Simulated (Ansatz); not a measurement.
**A hypothetical structure for LiZnCl3**

This structure for LiZnCl3 is made up. Its elements were placed in a known structure type with a cell scaled to their sizes. What cell does the guess relax to, and how far off was it?

Calculated with Ansatz 0.2.0; DFT, PBEsol, plane-wave PAW, files of the set soft_1, scalar-relativistic, no spin, cell and ions relaxed at zero pressure; PAW set soft_1, in the first sound run; inputs show where later runs differ.

## 1. Set-up

It takes space group P1 (No. 1, triclinic). The conventional cell has a = 5.111 Å, b = 5.121 Å, c = 5.153 Å, α = 92.32°, β = 90.57°, γ = 90.11°. Nearest to Zn lie 6 Cl at 2.37 to 2.77 Å. Nearest to Cl lie 2 Zn at 2.37 to 2.76 Å. Nearest to Cl lie 2 Zn at 2.37 to 2.74 Å. Nearest to Cl lie 2 Zn at 2.39 to 2.77 Å. Nearest to Li lie 3 Cl at 3.12 to 3.18 Å. Farther neighbours and most contacts between anions are not listed.

## 2. Relaxing cell and atoms

The guess takes its coordinates from another compound and its volume from a rule, so the cell and any free coordinates are relaxed together.

input.yaml reads:

```yaml
crystal:
  lattice:
    - [5.111, 0.0, 0.0]
    - [-0.009831608, 5.120990562, 0.0]
    - [-0.05126314, -0.208695204, 5.14851701]
  atoms:
    - { symbol: Zn, position: [0.4937, 0.5044, 0.5377] }
    - { symbol: Cl, position: [0.4947, 0.9675, 0.5618] }
    - { symbol: Cl, position: [0.9576, 0.483, 0.5504] }
    - { symbol: Cl, position: [0.481, 0.4856, 0.0001] }
    - { symbol: Li, position: [0.0059, 0.0089, 0.9176] }
kpoints:
  mp_grid: { grid: [5, 5, 5] }
scf:
  occupations: { method: fermi_dirac, width: 0.05 }
hamiltonian:
  xc: pbesol
  pseudopotentials: { kind: paw, azcp: { folder: soft_1 }, xc_functional: pbe }
relax:
  f_tol: 0.015
  max_steps: 70
  cell: {}
output:
  forces: true
  stress: true
```

Launch:

```bash
ansatz run input.yaml --threads 4 --pin off --max-ram 8192MiB --backend cpu --events-out ev --progress --plain --runs-dir out
```

Numbers of over 12 decimals in the logs are rounded to 6 here.

What it wrote:

```text
Engine: ansatz 0.2.0, aarch64-unknown-linux-gnu
Pseudopotentials: kind: paw
Pseudopotential: Zn, paw, valence charge 12, recommended cutoff 420 eV (normal), soft_1/Zn.paw.azcp
Pseudopotential: Cl, paw, valence charge 7, recommended cutoff 420 eV (normal), soft_1/Cl.paw.azcp
Pseudopotential: Li, paw, valence charge 3, recommended cutoff 420 eV (normal), soft_1/Li.paw.azcp
Functional definition: PBEsol
  exchange = pbesol_x
  correlation = pbesol_c
Crystal: 5 atoms, lattice volume = 134.754 Å³
Basis set: ecut = 420 eV, 2629 PW (Γ), exchange–correlation on 72×72×72 points (8 copies of the dense FFT grid, shifted against one another)
Bands: 23, of which v1, the nominal top of the filled ones, is band 18 counted from 1 (17 counted from 0)
Symmetry: 1 space group operations
Space group: P1 (ITA 1), of the structure as read, at distance tolerance 5.1e-5 Å
k-points: 63 of 125 (time reversal used)
Non-local potential: Zn, projectors of the file, l = 0: 2, l = 1: 2, l = 2: 3, l = 3: 1
Non-local potential: Cl, projectors of the file, l = 0: 2, l = 1: 2, l = 2: 1
Non-local potential: Li, projectors of the file, l = 0: 3, l = 1: 2, l = 2: 1
PAW form: soft (Blöchl's): semilocal exchange-correlation on the pseudo side does not see the compensation charge
PAW frozen core: Zn, regenerated for the run's functional, and the local potential with it (the file was generated under x = pbe(κ = 0.804, μ = 0.219515), c = pbe(β = 0.066725))
PAW frozen core: Cl, regenerated for the run's functional, and the local potential with it (the file was generated under x = pbe(κ = 0.804, μ = 0.219515), c = pbe(β = 0.066725))
PAW one-centre angular grid: Zn, 590 points (default); XC on 64 Gauss nodes
PAW one-centre angular grid: Cl, 110 points (default); XC on 64 Gauss nodes
PAW one-centre angular grid: Li, 110 points (default); XC on 64 Gauss nodes
Initial density: superposition of atomic densities (chi_scale 0.1, normalization cell, long waves kept (reshape's long-wave potential 0.02 eV rms))
Initial wavefunctions: pseudopotential atomic-orbital guess
Functional: x = pbesol(κ = 0.804, μ = 0.123457), c = pbesol(β = 0.046)
SCF iter   1: F=—  HF=-6673.158804 eV  |F-HF|=—  |Δ(HF+E_count)|=         —  Δρ=7.51e-2  dr2=4.61e0  ethr=3.10e-3  ⟨swp⟩=7.2  Hψ=8452  notcnv=0
preconditioner: auto → Resta (q_TF=auto, 2.190 Å⁻¹)  ε∞=3.4  [insulator: Δε(μ)=0.661 eV  Ē_g=12.054 eV  σ=0.050 eV  W_gap=0.99  n_scr=26 (ndim 8)  ℏωp=18.7 eV  f_vac=0.051  D(μ)=0.00/eV (n_scr^D=0)  ε∞_Penn≈3.4]
SCF iter   2: F=—  HF=-6671.656727 eV  |F-HF|=—  |Δ(HF+E_count)|=    1.50e0  Δρ=9.96e-3  dr2=1.32e-1  ethr=3.10e-3  ⟨swp⟩=3.4  Hψ=3916  notcnv=0  defer=59
SCF iter   3: F=—  HF=-6671.522278 eV  |F-HF|=—  |Δ(HF+E_count)|=   1.34e-1  Δρ=9.12e-3  dr2=1.05e-1  ethr=3.66e-4  ⟨swp⟩=2.0  Hψ=2528  notcnv=0  defer=59
SCF iter   4: F=—  HF=-6671.535583 eV  |F-HF|=—  |Δ(HF+E_count)|=   1.33e-2  Δρ=3.05e-3  dr2=1.31e-2  ethr=2.92e-4  ⟨swp⟩=2.1  Hψ=3099  notcnv=0  defer=59
SCF iter   5: F=—  HF=-6671.556795 eV  |F-HF|=—  |Δ(HF+E_count)|=   2.12e-2  Δρ=1.37e-3  dr2=4.55e-3  ethr=3.65e-5  ⟨swp⟩=2.0  Hψ=2531  notcnv=0  defer=59
SCF iter   6: F=—  HF=-6671.559592 eV  |F-HF|=—  |Δ(HF+E_count)|=   2.80e-3  Δρ=8.98e-4  dr2=9.07e-4  ethr=1.26e-5  ⟨swp⟩=2.0  Hψ=2520  notcnv=0  defer=59
SCF iter   7: F=—  HF=-6671.560298 eV  |F-HF|=—  |Δ(HF+E_count)|=   7.06e-4  Δρ=4.62e-4  dr2=1.55e-4  ethr=2.52e-6  ⟨swp⟩=2.0  Hψ=2520  notcnv=0  defer=59
SCF iter   8: F=—  HF=-6671.560301 eV  |F-HF|=—  |Δ(HF+E_count)|=   3.21e-6  Δρ=1.48e-4  dr2=1.62e-5  ethr=4.30e-7  ⟨swp⟩=2.0  Hψ=1951  notcnv=0  defer=59
SCF iter   9: F=—  HF=-6671.560301 eV  |F-HF|=—  |Δ(HF+E_count)|=   5.61e-7  Δρ=1.04e-5  dr2=2.18e-7  ethr=4.49e-8  ⟨swp⟩=2.1  Hψ=2067  notcnv=0  defer=59
SCF iter  10: F=-6671.560301 eV  HF=-6671.560301 eV  |F-HF|=3.37e-8  |Δ(HF+E_count)|=   2.63e-7  Δρ=3.70e-6  dr2=2.75e-8  ethr=2.78e-10  ⟨swp⟩=5.9  Hψ=5795  notcnv=0
SCF 1 converged in 10 iterations: F = -6671.560301 eV  dr2 = 2.75e-8
  greatest PAW one-centre occupation: 0.999 electrons in one spin orbital (limit 2), on the Li atom at site 4 (counted from 0), in its partial waves of l = 0
relax step   1: F+E_penalty+E_count = -6671.56030112 eV  Δ(F+E_penalty+E_count) = +0.000e0 eV  max|allowed force component| = 4.528e-1 eV/Å  Δτ_max = 0.0000 Å  P = -3.967 GPa  Ω = 134.754 Å³  (10 SCF iters, dr2 threshold 1.00e-7 eV, accepted)
Crystal: 5 atoms, lattice volume = 120.406 Å³
Basis set: ecut = 420 eV, 2369 PW (Γ), exchange–correlation on 72×72×72 points (8 copies of the dense FFT grid, shifted against one another)
Initial density: handed on by an earlier stage of this run
Initial wavefunctions: those handed on with the density
iter 1 solved again at ethr=4.09e-4 eV; its pass at ethr=3.10e-3 eV (dr2=1.47e-1 eV) is discarded
SCF iter   1: F=—  HF=-6672.100059 eV  |F-HF|=—  |Δ(HF+E_count)|=         —  Δρ=1.50e-2  dr2=1.51e-1  ethr=4.09e-4  ⟨swp⟩=1.0  Hψ=9814  notcnv=0
preconditioner: auto → Resta (q_TF=auto, 2.231 Å⁻¹)  ε∞=3.9  [insulator: Δε(μ)=1.397 eV  Ē_g=11.492 eV  σ=0.050 eV  W_gap=1.00  n_scr=24 (ndim 8)  ℏωp=19.7 eV  f_vac=0.148  D(μ)=0.00/eV (n_scr^D=0)  ε∞_Penn≈3.9]
SCF iter   2: F=—  HF=-6672.069852 eV  |F-HF|=—  |Δ(HF+E_count)|=   3.02e-2  Δρ=6.78e-3  dr2=2.57e-2  ethr=4.09e-4  ⟨swp⟩=2.8  Hψ=2822  notcnv=0
SCF iter   3: F=—  HF=-6672.068705 eV  |F-HF|=—  |Δ(HF+E_count)|=   1.15e-3  Δρ=3.10e-3  dr2=6.82e-3  ethr=7.15e-5  ⟨swp⟩=2.0  Hψ=3091  notcnv=0  defer=62
SCF iter   4: F=—  HF=-6672.067788 eV  |F-HF|=—  |Δ(HF+E_count)|=   9.17e-4  Δρ=9.80e-4  dr2=9.98e-4  ethr=1.90e-5  ⟨swp⟩=2.0  Hψ=2508  notcnv=0  defer=62
SCF iter   5: F=—  HF=-6672.067927 eV  |F-HF|=—  |Δ(HF+E_count)|=   1.38e-4  Δρ=1.47e-4  dr2=5.11e-5  ethr=2.77e-6  ⟨swp⟩=3.0  Hψ=2724  notcnv=0  defer=62
SCF iter   6: F=—  HF=-6672.067937 eV  |F-HF|=—  |Δ(HF+E_count)|=   1.06e-5  Δρ=6.51e-5  dr2=7.51e-6  ethr=1.42e-7  ⟨swp⟩=2.7  Hψ=2551  notcnv=0  defer=62
SCF iter   7: F=—  HF=-6672.067945 eV  |F-HF|=—  |Δ(HF+E_count)|=   8.15e-6  Δρ=2.03e-5  dr2=8.82e-7  ethr=2.09e-8  ⟨swp⟩=2.6  Hψ=2438  notcnv=0  defer=62
SCF iter   8: F=-6672.067947 eV  HF=-6672.067947 eV  |F-HF|=1.31e-7  |Δ(HF+E_count)|=   1.41e-6  Δρ=7.83e-6  dr2=6.40e-8  ethr=1.39e-9  ⟨swp⟩=5.0  Hψ=5673  notcnv=0
SCF 2 converged in 8 iterations: F = -6672.067947 eV  dr2 = 6.40e-8
relax step   2: F+E_penalty+E_count = -6672.06794684 eV  Δ(F+E_penalty+E_count) = -5.076e-1 eV  max|allowed force component| = 4.307e-1 eV/Å  Δτ_max = 0.1966 Å  P = -2.327 GPa  Ω = 120.406 Å³  energy of the carried Pulay correction = +2.603e-3 eV  (8 SCF iters, dr2 threshold 5.00e-7 eV, accepted)
[...]
relax step  37: F+E_penalty+E_count = -6673.14296930 eV  Δ(F+E_penalty+E_count) = -3.735e-4 eV  max|allowed force component| = 3.454e-2 eV/Å  Δτ_max = 0.0216 Å  P = +0.033 GPa  Ω = 135.730 Å³  energy of the carried Pulay correction = -1.603e-4 eV  (6 SCF iters, dr2 threshold 6.76e-8 eV, accepted)
relax step  38: F+E_penalty+E_count = -6673.14310659 eV  Δ(F+E_penalty+E_count) = -1.373e-4 eV  max|allowed force component| = 1.451e-2 eV/Å  Δτ_max = 0.0084 Å  P = -0.016 GPa  Ω = 136.115 Å³  energy of the carried Pulay correction = -2.230e-4 eV  (6 SCF iters, dr2 threshold 7.45e-8 eV, accepted)
relax step  39: F+E_penalty+E_count = -6673.14318189 eV  Δ(F+E_penalty+E_count) = -7.530e-5 eV  max|allowed force component| = 3.826e-3 eV/Å  Δτ_max = 0.0039 Å  P = +0.008 GPa  Ω = 135.925 Å³  energy of the carried Pulay correction = -1.920e-4 eV  (7 SCF iters, dr2 threshold 6.87e-9 eV, accepted)
relax step  40: F+E_penalty+E_count = -6673.16725065 eV  Δ(F+E_penalty+E_count) = -2.407e-2 eV  max|allowed force component| = 6.507e-3 eV/Å  Δτ_max = 0.0000 Å  P = +0.295 GPa  Ω = 135.925 Å³  stress off target by 5.25e-1 GPa  SCF on the basis re-selected at this cell (its energy is not comparable with the rows above)  (9 SCF iters)
relax step  41: F+E_penalty+E_count = -6673.17609644 eV  Δ(F+E_penalty+E_count) = -8.846e-3 eV  max|allowed force component| = 3.611e-2 eV/Å  Δτ_max = 0.0306 Å  P = +0.065 GPa  Ω = 139.582 Å³  energy of the carried Pulay correction = -5.072e-4 eV  (7 SCF iters, dr2 threshold 5.00e-7 eV, accepted)
relax step  42: F+E_penalty+E_count = -6673.18009175 eV  Δ(F+E_penalty+E_count) = -3.995e-3 eV  max|allowed force component| = 2.060e-2 eV/Å  Δτ_max = 0.0419 Å  P = +0.032 GPa  Ω = 143.773 Å³  energy of the carried Pulay correction = -1.062e-3 eV  (7 SCF iters, dr2 threshold 8.15e-8 eV, accepted)
relax step  43: F+E_penalty+E_count = -6673.18035014 eV  Δ(F+E_penalty+E_count) = -2.584e-4 eV  max|allowed force component| = 4.132e-2 eV/Å  Δτ_max = 0.0175 Å  P = -0.037 GPa  Ω = 145.136 Å³  energy of the carried Pulay correction = -1.235e-3 eV  (7 SCF iters, dr2 threshold 4.66e-8 eV, accepted)
relax step  44: F+E_penalty+E_count = -6673.18102326 eV  Δ(F+E_penalty+E_count) = -6.731e-4 eV  max|allowed force component| = 1.916e-3 eV/Å  Δτ_max = 0.0242 Å  P = +0.010 GPa  Ω = 146.404 Å³  energy of the carried Pulay correction = -1.394e-3 eV  (6 SCF iters, dr2 threshold 1.07e-7 eV, accepted)
relax step  45: F+E_penalty+E_count = -6673.18103458 eV  Δ(F+E_penalty+E_count) = -1.132e-5 eV  max|allowed force component| = 4.255e-3 eV/Å  Δτ_max = 0.0100 Å  P = +0.016 GPa  Ω = 147.464 Å³  energy of the carried Pulay correction = -1.526e-3 eV  (9 SCF iters, accepted)
relax step  46: F+E_penalty+E_count = -6673.18098102 eV  Δ(F+E_penalty+E_count) = +5.355e-5 eV  max|allowed force component| = 3.347e-3 eV/Å  Δτ_max = 0.0045 Å  P = +0.004 GPa  Ω = 148.098 Å³  energy of the carried Pulay correction = -1.603e-3 eV  (8 SCF iters, accepted)
iter 1 solved again at ethr=4.59e-6 eV; its pass at ethr=3.10e-3 eV (dr2=1.65e-3 eV) is discarded
SCF iter   1: F=—  HF=-6673.174539 eV  |F-HF|=—  |Δ(HF+E_count)|=         —  Δρ=4.56e-4  dr2=1.62e-5  ethr=4.59e-6  ⟨swp⟩=3.3  Hψ=12431  notcnv=0
eigensolver tolerance schedule: the retry pair's looser diagonalisation over-reported the residual by 101.14 of it (diagonalisation noise at 0.18 of the residual, at the tolerance the schedule requests for it); recorded, not acted on — ethr = c·dr2/N_el stays at c = 1.0e-1
preconditioner: auto → Resta (q_TF=auto, 2.155 Å⁻¹)  ε∞=3.2  [insulator: Δε(μ)=4.471 eV  Ē_g=11.985 eV  σ=0.050 eV  W_gap=1.00  n_scr=24 (ndim 8)  ℏωp=17.8 eV  f_vac=0.292  D(μ)=0.00/eV (n_scr^D=0)  ε∞_Penn≈3.2]
SCF iter   2: F=—  HF=-6673.179827 eV  |F-HF|=—  |Δ(HF+E_count)|=   5.29e-3  Δρ=2.58e-4  dr2=1.29e-5  ethr=4.49e-8  ⟨swp⟩=3.1  Hψ=3236  notcnv=0
SCF iter   3: F=—  HF=-6673.182192 eV  |F-HF|=—  |Δ(HF+E_count)|=   2.37e-3  Δρ=6.89e-5  dr2=1.63e-6  ethr=3.59e-8  ⟨swp⟩=2.8  Hψ=3080  notcnv=0
SCF iter   4: F=—  HF=-6673.182405 eV  |F-HF|=—  |Δ(HF+E_count)|=   2.13e-4  Δρ=9.78e-6  dr2=2.77e-7  ethr=4.53e-9  ⟨swp⟩=3.2  Hψ=3131  notcnv=0
SCF iter   5: F=—  HF=-6673.182407 eV  |F-HF|=—  |Δ(HF+E_count)|=   1.85e-6  Δρ=4.54e-6  dr2=7.77e-8  ethr=7.69e-10  ⟨swp⟩=2.3  Hψ=2307  notcnv=0
SCF iter   6: F=—  HF=-6673.182407 eV  |F-HF|=—  |Δ(HF+E_count)|=   6.54e-7  Δρ=1.72e-6  dr2=1.10e-8  ethr=2.16e-10  ⟨swp⟩=2.3  Hψ=2088  notcnv=0
SCF iter   7: F=—  HF=-6673.182407 eV  |F-HF|=—  |Δ(HF+E_count)|=   5.09e-8  Δρ=7.81e-7  dr2=7.13e-10  ethr=3.07e-11  ⟨swp⟩=2.0  Hψ=2004  notcnv=0
SCF iter   8: F=—  HF=-6673.182407 eV  |F-HF|=—  |Δ(HF+E_count)|=  6.58e-10  Δρ=1.80e-7  dr2=9.09e-11  ethr=1.98e-12  ⟨swp⟩=2.3  Hψ=2455  notcnv=0
SCF iter   9: F=-6673.182407 eV  HF=-6673.182407 eV  |F-HF|=4.55e-12  |Δ(HF+E_count)|=  4.31e-10  Δρ=5.68e-8  dr2=7.05e-12  ethr=1.00e-12  ⟨swp⟩=5.0  Hψ=5516  notcnv=0
SCF 47 converged in 9 iterations: F = -6673.182407 eV  dr2 = 7.05e-12
relax step  47: F+E_penalty+E_count = -6673.18240744 eV  Δ(F+E_penalty+E_count) = -1.426e-3 eV  max|allowed force component| = 3.471e-3 eV/Å  Δτ_max = 0.0000 Å  P = +0.003 GPa  Ω = 148.098 Å³  stress off target by 1.26e-2 GPa  SCF on the basis re-selected at this cell (its energy is not comparable with the rows above)  (9 SCF iters)
basis re-selected at this cell: Δ(F+E_penalty+E_count) = -1.426e-3 eV, ΔP = -0.001 GPa vs the last step (what re-selecting the basis moved, of the pressure what is left beyond the Pulay correction that the steps carried, after the strain that the cell walked since its last selection, with what the two solves' SCF thresholds leave and, on support functions, any second-order correction that the steps lacked; it is no m [...]
SCF converged after 9 iterations
Free energy (F): -6673.182407 eV
Harris-Foulkes:  -6673.182407 eV  (|F-HF|=4.55e-12)
Internal energy: -6673.182407 eV  (E = F + TS)
E sigma→0 (E₀):  -6673.182407 eV
Fermi energy:    1.452875 eV
--- Per-component energies (eV) ---
  E_band       = -271.065262
  E_kinetic    = 620.820150
  E_local      = -4437.732613  (includes V_loc(G=0)·N_el)
  E_nonlocal   = 899.420797
  E_hartree    = 1752.153163
  E_xc         = -404.799518
  E_vxc        = -409.607837  (∫ρ·V_xc dr)
  E_paw        = -3809.237930  (= ΣΔE_a)
  E_vpaw       = -448.272559  (= ΣTr[D̂ρ^β])
  E_aug_tail   = 0.000324  (compensation charges beyond the density's cutoff)
  E_ewald      = -1294.839434
  E_core_change = 1.032652  (= ΣΔE_core)
  E_smearing   = -0.000000  (= −TS)
  E_closure    = 0.000000  (closes the sum)
  Σ components = -6673.182407   (vs F -6673.182407, Δ=0.00e0)
--- Forces (eV/Å), atoms counted from 1 ---
  atom   1  Zn     0.00107045    -0.00001887    -0.00127473
  atom   2  Cl    -0.00347030    -0.00002635     0.00159533
  atom   3  Cl     0.00185197     0.00004361     0.00251310
  atom   4  Cl     0.00018432     0.00002867    -0.00228485
  atom   5  Li     0.00036461    -0.00002705    -0.00054874
  max |Σ_I F_I| component: 1.05e-6 eV/Å
--- Stress (GPa, compression-positive) ---
        0.008717      -0.000323       0.007260
       -0.000322       0.002357       0.000240
        0.007259       0.000240      -0.001039
  P = ⅓ Tr σ = 0.0033 GPa (0.033 kbar)
--- Relaxed structure (45 steps of the walk, 43 accepted, 2 SCFs on fresh bases) ---
  F+E_penalty+E_count = -6673.18240744 eV   max|allowed force component| = 3.471e-3 eV/Å   (the final SCF, on the basis selected at the relaxed cell)
  cell:  # Å, volume = 148.0982 Å³
    - [6.571714, 0.00982573, -0.125208]
    - [-0.00279652, 3.642414, 0.054902]
    - [-0.192442, -0.093583, 6.189280]
  atoms:
    - { symbol: Zn, position: [0.634121, 0.489920, 0.435643] }
    - { symbol: Cl, position: [0.458828, 0.990061, 0.560227] }
    - { symbol: Cl, position: [0.924310, 0.489681, 0.640959] }
    - { symbol: Cl, position: [0.646709, 0.489918, 0.079545] }
    - { symbol: Li, position: [-0.231068, -0.010180, 0.851226] }
```

Wall time 4.3 min (4 threads of Arm Neoverse V1, shared host); peak memory 0.52 GiB; 17 min of CPU time.

Relaxation path (22 of 47):

```tsv
step	energy less that of the first step (eV)	largest force component (eV/Å)	pressure (GPa)	volume (Å³)
1	0.0000	0.4528	-3.97	134.75
3	-0.6889	0.3447	-0.26	113.51
5	-0.8222	0.1189	0.24	113.75
8	-0.8739	0.0061	0.02	115.36
10	-0.8745	0.0290	0.01	115.46
12	-0.8796	0.0715	-0.04	115.66
14	-0.9816	0.0623	0.60	116.29
16	-1.0375	0.4135	-0.36	121.59
19	-1.0595	0.0057	-0.01	122.32
21	-1.0598	0.0100	-0.06	122.85
23	-1.1021	0.1454	-0.31	125.91
25	-1.2771	0.3056	-0.38	127.28
27	-1.4726	0.2291	-0.12	129.53
29	-1.5192	0.2200	0.13	131.58
32	-1.5629	0.0380	0.09	132.69
34	-1.5763	0.0959	0.01	137.80
36	-1.5823	0.0329	-0.03	135.78
38	-1.5828	0.0145	-0.02	136.12
40*	-1.6069	0.0065	0.29	135.92
43	-1.6200	0.0413	-0.04	145.14
45	-1.6207	0.0043	0.02	147.46
47*	-1.6221	0.0035	0.00	148.10
```

Relaxation steps marked * repeat the geometry before them on a plane-wave basis chosen anew for their cell, so energy and pressure can jump there. Other such steps can lie between the rows shown. Relaxation steps 17, 30 were tried and not accepted.

```tsv
cell as run	before	after	change
a (Å)	5.111	6.573	+28.6 %
b (Å)	5.121	3.643	-28.9 %
c (Å)	5.153	6.193	+20.2 %
α (°)	92.32	90.00	-2.5 %
β (°)	90.57	92.87	+2.5 %
γ (°)	90.11	89.97	-0.2 %
volume (Å³/atom)	26.95	29.62	+9.9 %
```

The atoms that moved most (Å, as changes of fractional coordinates times the final cell):

```tsv
atom	dx	dy	dz	length
Li5	-1.544	-0.066	-0.382	1.592
Cl4	1.074	0.010	0.471	1.173
Zn1	0.942	-0.042	-0.650	1.146
Cl3	-0.236	0.016	0.565	0.613
Cl2	-0.235	0.082	-0.004	0.249
```

Numbers from this step:

```yaml
free_energy: -6673.1824 eV
fermi_energy: 1.453 eV
gap_by_band_count: 4.490 eV
electrons: 36
symmetry_operations: 1
pressure: 0.003345 GPa
```

Shortest distances by pair of elements, guess and relaxed (not always the same contact):

```tsv
pair	guess (Å)	relaxed (Å)
Cl–Zn	2.370	2.211
Cl–Li	3.116	2.465
Li–Zn	4.054	3.240
Cl–Cl	3.378	3.347
Zn–Zn	5.111	3.643
```

The relaxation ends with a largest force component of 0.0035 eV/Å and a pressure of 0.00 GPa.

(Part 1 of 2 ends here.)

[Logs are printed without paths, hosts, clocks, repeated set-up lines and the standing remarks that a program may print on its own settings, such as how far it seeks lower states.]

[Hosts, paths, dates, database ids (printed as entryN), source tags and the programs' standing remarks are cut or masked in the printed files.]
